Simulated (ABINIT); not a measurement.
# GaN (F-43m): G0W0 with ABINIT, start to end, part 2 of 3

How does a plane-wave GW calculation on GaN (F-43m) run from the first input to the gap?

ABINIT 10.8.3; LDA and many-body steps on it, plane waves. Known limits of the many-body steps: not at the basis limit; exchange with frozen shells missing; no spin-orbit coupling; coarse k mesh.

So far. Step 2 (Ground state): The gap is direct, at Γ.

## (3) Bands along the symmetry lines

Level of this step: DFT, LDA, plane waves, norm-conserving pseudopotentials (ABINIT).

Levels along a band path, at the cheap level, show where the edges lie and whether the meshes to come will hold them.

Input file run.abi:

```
acell 3*1.0 Angstrom
rprim 
  0.000000000000 2.253500607500 2.253500607500
  2.253500607500 0.000000000000 2.253500607500
  2.253500607500 2.253500607500 0.000000000000
ntypat 2
znucl 31 7
natom 2
typat 1 2
xred 
  0.000000000000 0.000000000000 0.000000000000
  0.750000000000 0.750000000000 0.750000000000
pp_dirpath "pseudos"
pseudos "Ga.upf, N.upf"
ecut 36
iscf -2
irdden 1
kptopt 0
nkpt 50
kpt 
  0.00000000 0.00000000 0.00000000
  -0.06250000 -0.06250000 0.00000000
  -0.12500000 -0.12500000 0.00000000
  -0.18750000 -0.18750000 0.00000000
  -0.25000000 -0.25000000 0.00000000
  -0.31250000 -0.31250000 0.00000000
  -0.37500000 -0.37500000 0.00000000
  -0.43750000 -0.43750000 0.00000000
  -0.50000000 -0.50000000 0.00000000
  -0.48437500 -0.48437500 0.03125000
  -0.46875000 -0.46875000 0.06250000
  -0.45312500 -0.45312500 0.09375000
  -0.43750000 -0.43750000 0.12500000
  -0.42187500 -0.42187500 0.15625000
  -0.40625000 -0.40625000 0.18750000
  -0.39062500 -0.39062500 0.21875000
  -0.37500000 -0.37500000 0.25000000
  -0.37500000 0.00000000 0.37500000
  -0.32812500 0.00000000 0.32812500
  -0.28125000 0.00000000 0.28125000
  -0.23437500 0.00000000 0.23437500
  -0.18750000 0.00000000 0.18750000
  -0.14062500 0.00000000 0.14062500
  -0.09375000 0.00000000 0.09375000
  -0.04687500 0.00000000 0.04687500
  0.00000000 0.00000000 0.00000000
  0.00000000 0.00000000 0.06250000
  0.00000000 0.00000000 0.12500000
  0.00000000 0.00000000 0.18750000
  0.00000000 0.00000000 0.25000000
  0.00000000 0.00000000 0.31250000
  0.00000000 0.00000000 0.37500000
  0.00000000 0.00000000 0.43750000
  0.00000000 0.00000000 0.50000000
  -0.06250000 -0.03125000 0.46875000
  -0.12500000 -0.06250000 0.43750000
  -0.18750000 -0.09375000 0.40625000
  -0.25000000 -0.12500000 0.37500000
  -0.31250000 -0.15625000 0.34375000
  -0.37500000 -0.18750000 0.31250000
  -0.43750000 -0.21875000 0.28125000
  -0.50000000 -0.25000000 0.25000000
  -0.50000000 -0.28125000 0.21875000
  -0.50000000 -0.31250000 0.18750000
  -0.50000000 -0.34375000 0.15625000
  -0.50000000 -0.37500000 0.12500000
  -0.50000000 -0.40625000 0.09375000
  -0.50000000 -0.43750000 0.06250000
  -0.50000000 -0.46875000 0.03125000
  -0.50000000 -0.50000000 0.00000000
istwfk *1
nband 16
nbdbuf 2
tolwfr 1e-08
nstep 40
prtwf 0
prtvol 0
indata_prefix "in"
outdata_prefix "out"
tmpdata_prefix "tmp"
```

Command:

```console
OMP_NUM_THREADS=1 mpirun -n 4 abinit run.abi > log
```

Numbers of over 12 decimals in the logs are rounded to 6 here.

The program printed:

```text
.Version 10.8.3 of ABINIT. v10.8.2 released Aug 2026.

 Symmetries : space group F-4 3 m (#216); Bravais cF (face-center cubic)
[... echo of the input left out ...]
== DATASET  1 ==================================================================
-   mpi_nproc: 4, omp_nthreads: 1 (-1 if OMP is not activated)

--- !DatasetInfo
iteration_state: {dtset: 1, }
dimensions: {natom: 2, nkpt: 50, mband: 16, nsppol: 1, nspinor: 1, nspden: 1, mpw: 1639, }
cutoff_energies: {ecut:  36.0, pawecutdg:  -1.0, }
electrons: {nelect:   1.80000000E+01, charge:   0.00000000E+00, occopt:   1.00000000E+00, tsmear:   1.00000000E-02, }

 Real(R)+Recip(G) space primitive vectors, cartesian coordinates (Bohr,Bohr^-1):
 R(1)=  0.0000000  4.2584990  4.2584990  G(1)= -0.1174123  0.1174123  0.1174123
 R(2)=  4.2584990  0.0000000  4.2584990  G(2)=  0.1174123 -0.1174123  0.1174123
 R(3)=  4.2584990  4.2584990  0.0000000  G(3)=  0.1174123  0.1174123 -0.1174123
 Unit cell volume ucvol=  1.5445417E+02 bohr^3
 Angles (23,13,12)=  6.00000000E+01  6.00000000E+01  6.00000000E+01 degrees

 getcut: wavevector=  0.0000  0.0000  0.0000  ngfft=  36  36  36
         ecut(hartree)=     36.000   => boxcut(ratio)=   2.21317

 getcut : COMMENT -
  Note that boxcut > 2.2 ; recall that boxcut=Gcut(box)/Gcut(sphere) = 2
  is sufficient for exact treatment of convolution.
  Such a large boxcut is a waste : you could raise ecut
  e.g. ecut=   44.083054 Hartrees makes boxcut=2

--- Pseudopotential description ------------------------------------------------
- Ga Generated using ONCVPSP code by D. R. Hamann
- 31.00000  13.00000  180309                  znucl, zion, pspdat
12 -1012 2 -1 1858                            pspcod,pspxc,lmax,lloc,mmax
     nproj     2     2     2
  pspatm : epsatm=   24.58383104
         --- l  ekb(1:nproj) -->
             0    7.046673    1.171794
             1    6.542514    1.190586
             2   -8.404011   -2.823845
 pspatm: atomic psp has been read  and splines computed

- N Generated using ONCVPSP code by D. R. Hamann
-  7.00000   5.00000  180309                  znucl, zion, pspdat
12 -1012 1 -1 1058                            pspcod,pspxc,lmax,lloc,mmax
     nproj     2     2     0
  pspatm : epsatm=    5.30777321
         --- l  ekb(1:nproj) -->
[...]
pspatm: atomic psp has been read  and splines computed

--------------------------------------------------------------------------------

================================================================================
 prteigrs : about to open file out_EIG
 Non-SCF case, kpt    1 (  0.00000  0.00000  0.00000), residuals and eigenvalues=
  6.37E-09  1.76E-09  5.28E-09  7.79E-09  2.80E-09  5.11E-09  3.27E-09  5.34E-09
  9.40E-09  2.58E-09  1.51E-09  2.33E-09  8.12E-09  7.53E-09  6.27E-07  1.52E-06
 -3.9795E-01 -3.1915E-01 -3.1915E-01 -3.1915E-01 -3.0775E-01 -3.0775E-01
[...]
-3.9581E-01 -3.1875E-01 -3.1875E-01 -3.1857E-01 -3.0788E-01 -3.0763E-01
[...]
5.6015E-01  7.9351E-01  8.4305E-01  8.7888E-01
 Non-SCF case, kpt    3 ( -0.12500 -0.12500  0.00000), residuals and eigenvalues=
[...]
5.7356E-01  7.1336E-01  8.9444E-01  9.0885E-01
[...]
Non-SCF case, kpt   49 ( -0.50000 -0.46875  0.03125), residuals and eigenvalues=
[...]
Non-SCF case, kpt   50 ( -0.50000 -0.50000  0.00000), residuals and eigenvalues=
[...]
-3.6344E-01 -3.1619E-01 -3.0818E-01 -3.0818E-01 -3.0496E-01 -2.3688E-01
 -4.5961E-02  8.2036E-02  8.2036E-02  3.0301E-01  4.2100E-01  6.0533E-01
[...]
--- !ResultsGS
iteration_state: {dtset: 1, }
comment   : Summary of ground state results
lattice_vectors:
- [  0.0000000,   4.2584990,   4.2584990, ]
- [  4.2584990,   0.0000000,   4.2584990, ]
- [  4.2584990,   4.2584990,   0.0000000, ]
lattice_lengths: [   6.02243,    6.02243,    6.02243, ]
lattice_angles: [ 60.000,  60.000,  60.000, ] # degrees, (23, 13, 12)
lattice_volume:   1.5445417E+02
convergence: {deltae:  0.000E+00, res2:  0.000E+00, residm:  9.960E-09, diffor:  0.000E+00, }
etotal    :  -8.67733219E+01
entropy   :   0.00000000E+00
fermie    :   1.82122820E-01
cartesian_stress_tensor: null
pressure_GPa: null
xred      :
- [  0.0000E+00,   0.0000E+00,   0.0000E+00, Ga]
- [  7.5000E-01,   7.5000E-01,   7.5000E-01,  N]
cartesian_forces: null
force_length_stats: {min: null, max: null, mean: null, }

 Integrated electronic density in atomic spheres:
 ------------------------------------------------
 Atom  Sphere_radius  Integrated_density
[...]
================================================================================

 ----iterations are completed or convergence reached----

 Mean square residual over all n,k,spin=   51.810E-10; max=  99.600E-10
 reduced coordinates (array xred) for    2 atoms
       0.000000000000      0.000000000000      0.000000000000
       0.750000000000      0.750000000000      0.750000000000

 cartesian coordinates (angstrom) at end:
    1      0.000000     0.000000     0.000000
    2      3.380251     3.380251     3.380251
 length scales=  1.889726125908  1.889726125908  1.889726125908 bohr
              =  1.000000000000  1.000000000000  1.000000000000 angstroms
 prteigrs : about to open file out_EIG
 Eigenvalues (hartree) for nkpt=  50  k points:
 kpt#   1, nband= 16, wtk=  1.00000, kpt=  0.0000  0.0000  0.0000 (reduced coord)
[...]
kpt#   2, nband= 16, wtk=  1.00000, kpt= -0.0625 -0.0625  0.0000 (reduced coord)
[...]
kpt#   3, nband= 16, wtk=  1.00000, kpt= -0.1250 -0.1250  0.0000 (reduced coord)
[...]
kpt#  49, nband= 16, wtk=  1.00000, kpt= -0.5000 -0.4687  0.0313 (reduced coord)
[...]
kpt#  50, nband= 16, wtk=  1.00000, kpt= -0.5000 -0.5000  0.0000 (reduced coord)
  -0.36344   -0.31619   -0.30818   -0.30818   -0.30496   -0.23688   -0.04596    0.08204
   0.08204    0.30301    0.42100    0.60533    0.68746    0.68746    0.97701    1.10081

== END DATASET(S) ==============================================================
================================================================================

 -outvars: echo values of variables after computation  --------
            nband          16
             nkpt          50
          spgroup         216
 [... the other variables as echoed above ...]

 Calculation completed.
```

Elapsed: 5.7 s, on 4 MPI ranks of Arm Neoverse V2, shared host; peak memory 0.25 GiB.

This step gave:

```yaml
gap: 1.770 eV
k_of_the_valence_top: 0, 0, 0
k_of_the_conduction_bottom: 0, 0, 0
least_direct_gap: 1.770 eV
```

The gap is 1.770 eV, as in the run before at this level.

Electronic bands along the path, in eV, zero at the top of the highest filled band:

```tsv
point	band 6	band 7	band 8	band 9	band 10	band 11	band 12	band 13
Γ	-13.33	0.00	0.00	0.00	1.77	10.16	10.16	10.16
halfway	-13.08	-3.42	-1.50	-1.50	4.54	7.24	11.49	11.83
X	-11.40	-6.21	-2.72	-2.72	3.29	6.50	11.52	13.75
halfway	-11.33	-6.11	-3.38	-2.58	3.88	6.96	11.39	13.41
U	-11.24	-5.94	-4.30	-2.19	4.92	7.72	10.89	12.68
jump to K	-11.24	-5.94	-4.30	-2.19	4.92	7.72	10.89	12.68
halfway	-12.91	-4.20	-2.15	-0.54	5.18	8.36	9.48	11.00
Γ	-13.33	0.00	0.00	0.00	1.77	10.16	10.16	10.16
halfway	-13.23	-3.86	-0.53	-0.53	4.04	8.64	10.62	10.62
L	-11.90	-7.11	-0.98	-0.98	4.56	8.61	10.24	10.24
halfway	-11.56	-6.48	-3.03	-1.79	6.53	6.93	9.94	11.56
W	-11.12	-5.77	-3.73	-3.68	6.14	8.23	10.18	10.94
halfway	-11.26	-6.02	-3.24	-3.21	4.51	7.32	11.28	12.13
X	-11.40	-6.21	-2.72	-2.72	3.29	6.50	11.52	13.75
```

The electronic bands as a text plot (rows in eV, shown from -8.0 to 7.8 only):

```
    7.4 |     ++        ++++++++                     + ++    +
    6.8 |       ++++++++    ++                        ++      +++
    6.1 |                     ++                     +  ++++
    5.5 |                  +    +                   +       +
    4.8 |     ++         ++                    +++++         +
    4.2 |    +  +++    ++        ++         +++               +
    3.5 |  ++      ++++            ++      +                   ++
    2.8 |                                ++
    2.2 | +                          +  +
    1.5 |+                            ++
    0.9 |
    0.2 |*                         ******
   -0.4 | ***                   ******  *******
   -1.1 |    *              **** **            *******
   -1.8 |  ** ****         *       **    **         * *
   -2.4 |    *    *********     *          *         * **
   -3.1 |             **      ** **                   *  *   ****
   -3.7 |     **        *   **              *          ******
   -4.4 |       **       ***    *
   -5.0 |         *           **             **
   -5.7 |          **    *****                          ******
   -6.4 |            ****                      *      **      ***
   -7.0 |                                       ******
   -7.7 |
         Γ           X  U|K            Γ         L        W     X
```

## (4) Empty states on the mesh, 4×4×4 mesh, 30 bands

The sums over transitions need many empty states on a uniform mesh; this step solves for them.

Input file run.abi:

```
acell 3*1.0 Angstrom
rprim 
  0.000000000000 2.253500607500 2.253500607500
  2.253500607500 0.000000000000 2.253500607500
  2.253500607500 2.253500607500 0.000000000000
ntypat 2
znucl 31 7
natom 2
typat 1 2
xred 
  0.000000000000 0.000000000000 0.000000000000
  0.750000000000 0.750000000000 0.750000000000
pp_dirpath "pseudos"
pseudos "Ga.upf, N.upf"
ecut 36
ngkpt 4 4 4
nshiftk 1
shiftk 0 0 0
kptopt 1
chksymbreak 0
iscf -2
irdden 1
istwfk *1
nband 30
nbdbuf 4
tolwfr 1e-09
nstep 60
prtvol 0
indata_prefix "in"
outdata_prefix "out"
tmpdata_prefix "tmp"
```

The program printed:

```text
.Version 10.8.3 of ABINIT. v10.8.2 released Aug 2026.

 Symmetries : space group F-4 3 m (#216); Bravais cF (face-center cubic)
[... echo of the input left out ...]
== DATASET  1 ==================================================================
-   mpi_nproc: 4, omp_nthreads: 1 (-1 if OMP is not activated)

--- !DatasetInfo
iteration_state: {dtset: 1, }
dimensions: {natom: 2, nkpt: 8, mband: 30, nsppol: 1, nspinor: 1, nspden: 1, mpw: 1639, }
cutoff_energies: {ecut:  36.0, pawecutdg:  -1.0, }
electrons: {nelect:   1.80000000E+01, charge:   0.00000000E+00, occopt:   1.00000000E+00, tsmear:   1.00000000E-02, }

 Real(R)+Recip(G) space primitive vectors, cartesian coordinates (Bohr,Bohr^-1):
 R(1)=  0.0000000  4.2584990  4.2584990  G(1)= -0.1174123  0.1174123  0.1174123
 R(2)=  4.2584990  0.0000000  4.2584990  G(2)=  0.1174123 -0.1174123  0.1174123
 R(3)=  4.2584990  4.2584990  0.0000000  G(3)=  0.1174123  0.1174123 -0.1174123
 Unit cell volume ucvol=  1.5445417E+02 bohr^3
 Angles (23,13,12)=  6.00000000E+01  6.00000000E+01  6.00000000E+01 degrees

 getcut: wavevector=  0.0000  0.0000  0.0000  ngfft=  36  36  36
         ecut(hartree)=     36.000   => boxcut(ratio)=   2.21317

 getcut : COMMENT -
  Note that boxcut > 2.2 ; recall that boxcut=Gcut(box)/Gcut(sphere) = 2
  is sufficient for exact treatment of convolution.
  Such a large boxcut is a waste : you could raise ecut
  e.g. ecut=   44.083054 Hartrees makes boxcut=2

--- Pseudopotential description ------------------------------------------------
- Ga Generated using ONCVPSP code by D. R. Hamann
- 31.00000  13.00000  180309                  znucl, zion, pspdat
12 -1012 2 -1 1858                            pspcod,pspxc,lmax,lloc,mmax
     nproj     2     2     2
  pspatm : epsatm=   24.58383104
         --- l  ekb(1:nproj) -->
             0    7.046673    1.171794
             1    6.542514    1.190586
             2   -8.404011   -2.823845
 pspatm: atomic psp has been read  and splines computed

- N Generated using ONCVPSP code by D. R. Hamann
-  7.00000   5.00000  180309                  znucl, zion, pspdat
12 -1012 1 -1 1058                            pspcod,pspxc,lmax,lloc,mmax
     nproj     2     2     0
  pspatm : epsatm=    5.30777321
         --- l  ekb(1:nproj) -->
[...]
pspatm: atomic psp has been read  and splines computed

--------------------------------------------------------------------------------

================================================================================
 prteigrs : about to open file out_EIG
 Non-SCF case, kpt    1 (  0.00000  0.00000  0.00000), residuals and eigenvalues=
  3.04E-10  5.11E-10  1.86E-10  2.26E-10  4.83E-10  9.01E-10  2.07E-10  7.37E-10
  7.62E-10  5.42E-10  7.43E-11  1.36E-10  3.26E-10  3.63E-10  2.67E-10  3.81E-10
  7.76E-10  3.55E-10  7.03E-10  2.09E-10  1.15E-10  3.57E-10  5.12E-10  7.10E-10
  6.08E-10  7.18E-10  3.83E-10  3.93E-10  7.96E-07  5.75E-10
 -3.9795E-01 -3.1915E-01 -3.1915E-01 -3.1915E-01 -3.0775E-01 -3.0775E-01
  1.8212E-01  1.8212E-01  1.8212E-01  2.4715E-01  5.5535E-01  5.5535E-01
  5.5535E-01  8.1792E-01  8.6882E-01  8.6882E-01  8.6882E-01  9.0756E-01
  9.0756E-01  1.0111E+00  1.3773E+00  1.3773E+00  1.3773E+00  1.8634E+00
  1.8634E+00  1.8634E+00  1.8910E+00  1.8910E+00  1.8910E+00  1.9303E+00
 prteigrs : prtvol=0 or 1, do not print more k-points.

--- !ResultsGS
iteration_state: {dtset: 1, }
comment   : Summary of ground state results
lattice_vectors:
- [  0.0000000,   4.2584990,   4.2584990, ]
- [  4.2584990,   0.0000000,   4.2584990, ]
- [  4.2584990,   4.2584990,   0.0000000, ]
lattice_lengths: [   6.02243,    6.02243,    6.02243, ]
lattice_angles: [ 60.000,  60.000,  60.000, ] # degrees, (23, 13, 12)
lattice_volume:   1.5445417E+02
convergence: {deltae:  0.000E+00, res2:  0.000E+00, residm:  9.924E-10, diffor:  0.000E+00, }
etotal    :  -8.67733219E+01
entropy   :   0.00000000E+00
fermie    :   1.82122820E-01
cartesian_stress_tensor: null
pressure_GPa: null
xred      :
- [  0.0000E+00,   0.0000E+00,   0.0000E+00, Ga]
- [  7.5000E-01,   7.5000E-01,   7.5000E-01,  N]
cartesian_forces: null
force_length_stats: {min: null, max: null, mean: null, }

 Integrated electronic density in atomic spheres:
 ------------------------------------------------
 Atom  Sphere_radius  Integrated_density
[...]
================================================================================

 ----iterations are completed or convergence reached----

 Mean square residual over all n,k,spin=   48.180E-11; max=  99.242E-11
 reduced coordinates (array xred) for    2 atoms
       0.000000000000      0.000000000000      0.000000000000
       0.750000000000      0.750000000000      0.750000000000

 cartesian coordinates (angstrom) at end:
    1      0.000000     0.000000     0.000000
    2      3.380251     3.380251     3.380251
 length scales=  1.889726125908  1.889726125908  1.889726125908 bohr
              =  1.000000000000  1.000000000000  1.000000000000 angstroms
 prteigrs : about to open file out_EIG
 Eigenvalues (hartree) for nkpt=   8  k points:
 kpt#   1, nband= 30, wtk=  0.01563, kpt=  0.0000  0.0000  0.0000 (reduced coord)
  -0.39795   -0.31915   -0.31915   -0.31915   -0.30775   -0.30775    0.18212    0.18212
   0.18212    0.24715    0.55535    0.55535    0.55535    0.81792    0.86882    0.86882
   0.86882    0.90756    0.90756    1.01107    1.37734    1.37734    1.37734    1.86336
   1.86336    1.86336    1.89097    1.89097    1.89097    1.93033
 prteigrs : prtvol=0 or 1, do not print more k-points.

== END DATASET(S) ==============================================================
================================================================================

 -outvars: echo values of variables after computation  --------
            nband          30
             nkpt           8
          spgroup         216
 [... the other variables as echoed above ...]

 Calculation completed.
```

Wall time 3.3 s (4 MPI ranks); peak memory 0.24 GiB; 13 s of CPU time.

Numbers from this step:

```
gap                                                           : 1.770 eV
k of the valence top                                          : 0, 0, 0
k of the conduction bottom                                    : 0, 0, 0
least direct gap                                              : 1.770 eV
k points computed                                             : 8
lowest point of the top converged band, above the valence top : 35.30 eV
```

On this mesh the gap is 1.770 eV.

(Continued in part 3 of 3.)

[Paths, hosts, dates, memory and timing lines, banners, echoed tables and standing remarks are left out of the program output.]

[Logs are printed without paths, hosts, clocks, repeated set-up lines and the standing remarks that a program may print on its own settings, such as how far it seeks lower states.]

[Runs of the session that timed out or met a known fault of the program may be left out.]

[No measured gap is set beside runs whose start may be inverted or whose files or cutoffs have a known fault.]

[Hosts, paths, dates, database ids (printed as entryN), source tags and the programs' standing remarks are cut or masked in the printed files.]

[G0W0 gaps are taken among the corrected bands and points alone; a level outside them can change the order at an edge.]

[Where Ansatz stands beside ABINIT at settings called matched, ABINIT's density can come from a denser mesh and the files from another edition; pairs whose starting gaps differed by over 0.03 eV were left out, so agreement reads better than it is.]
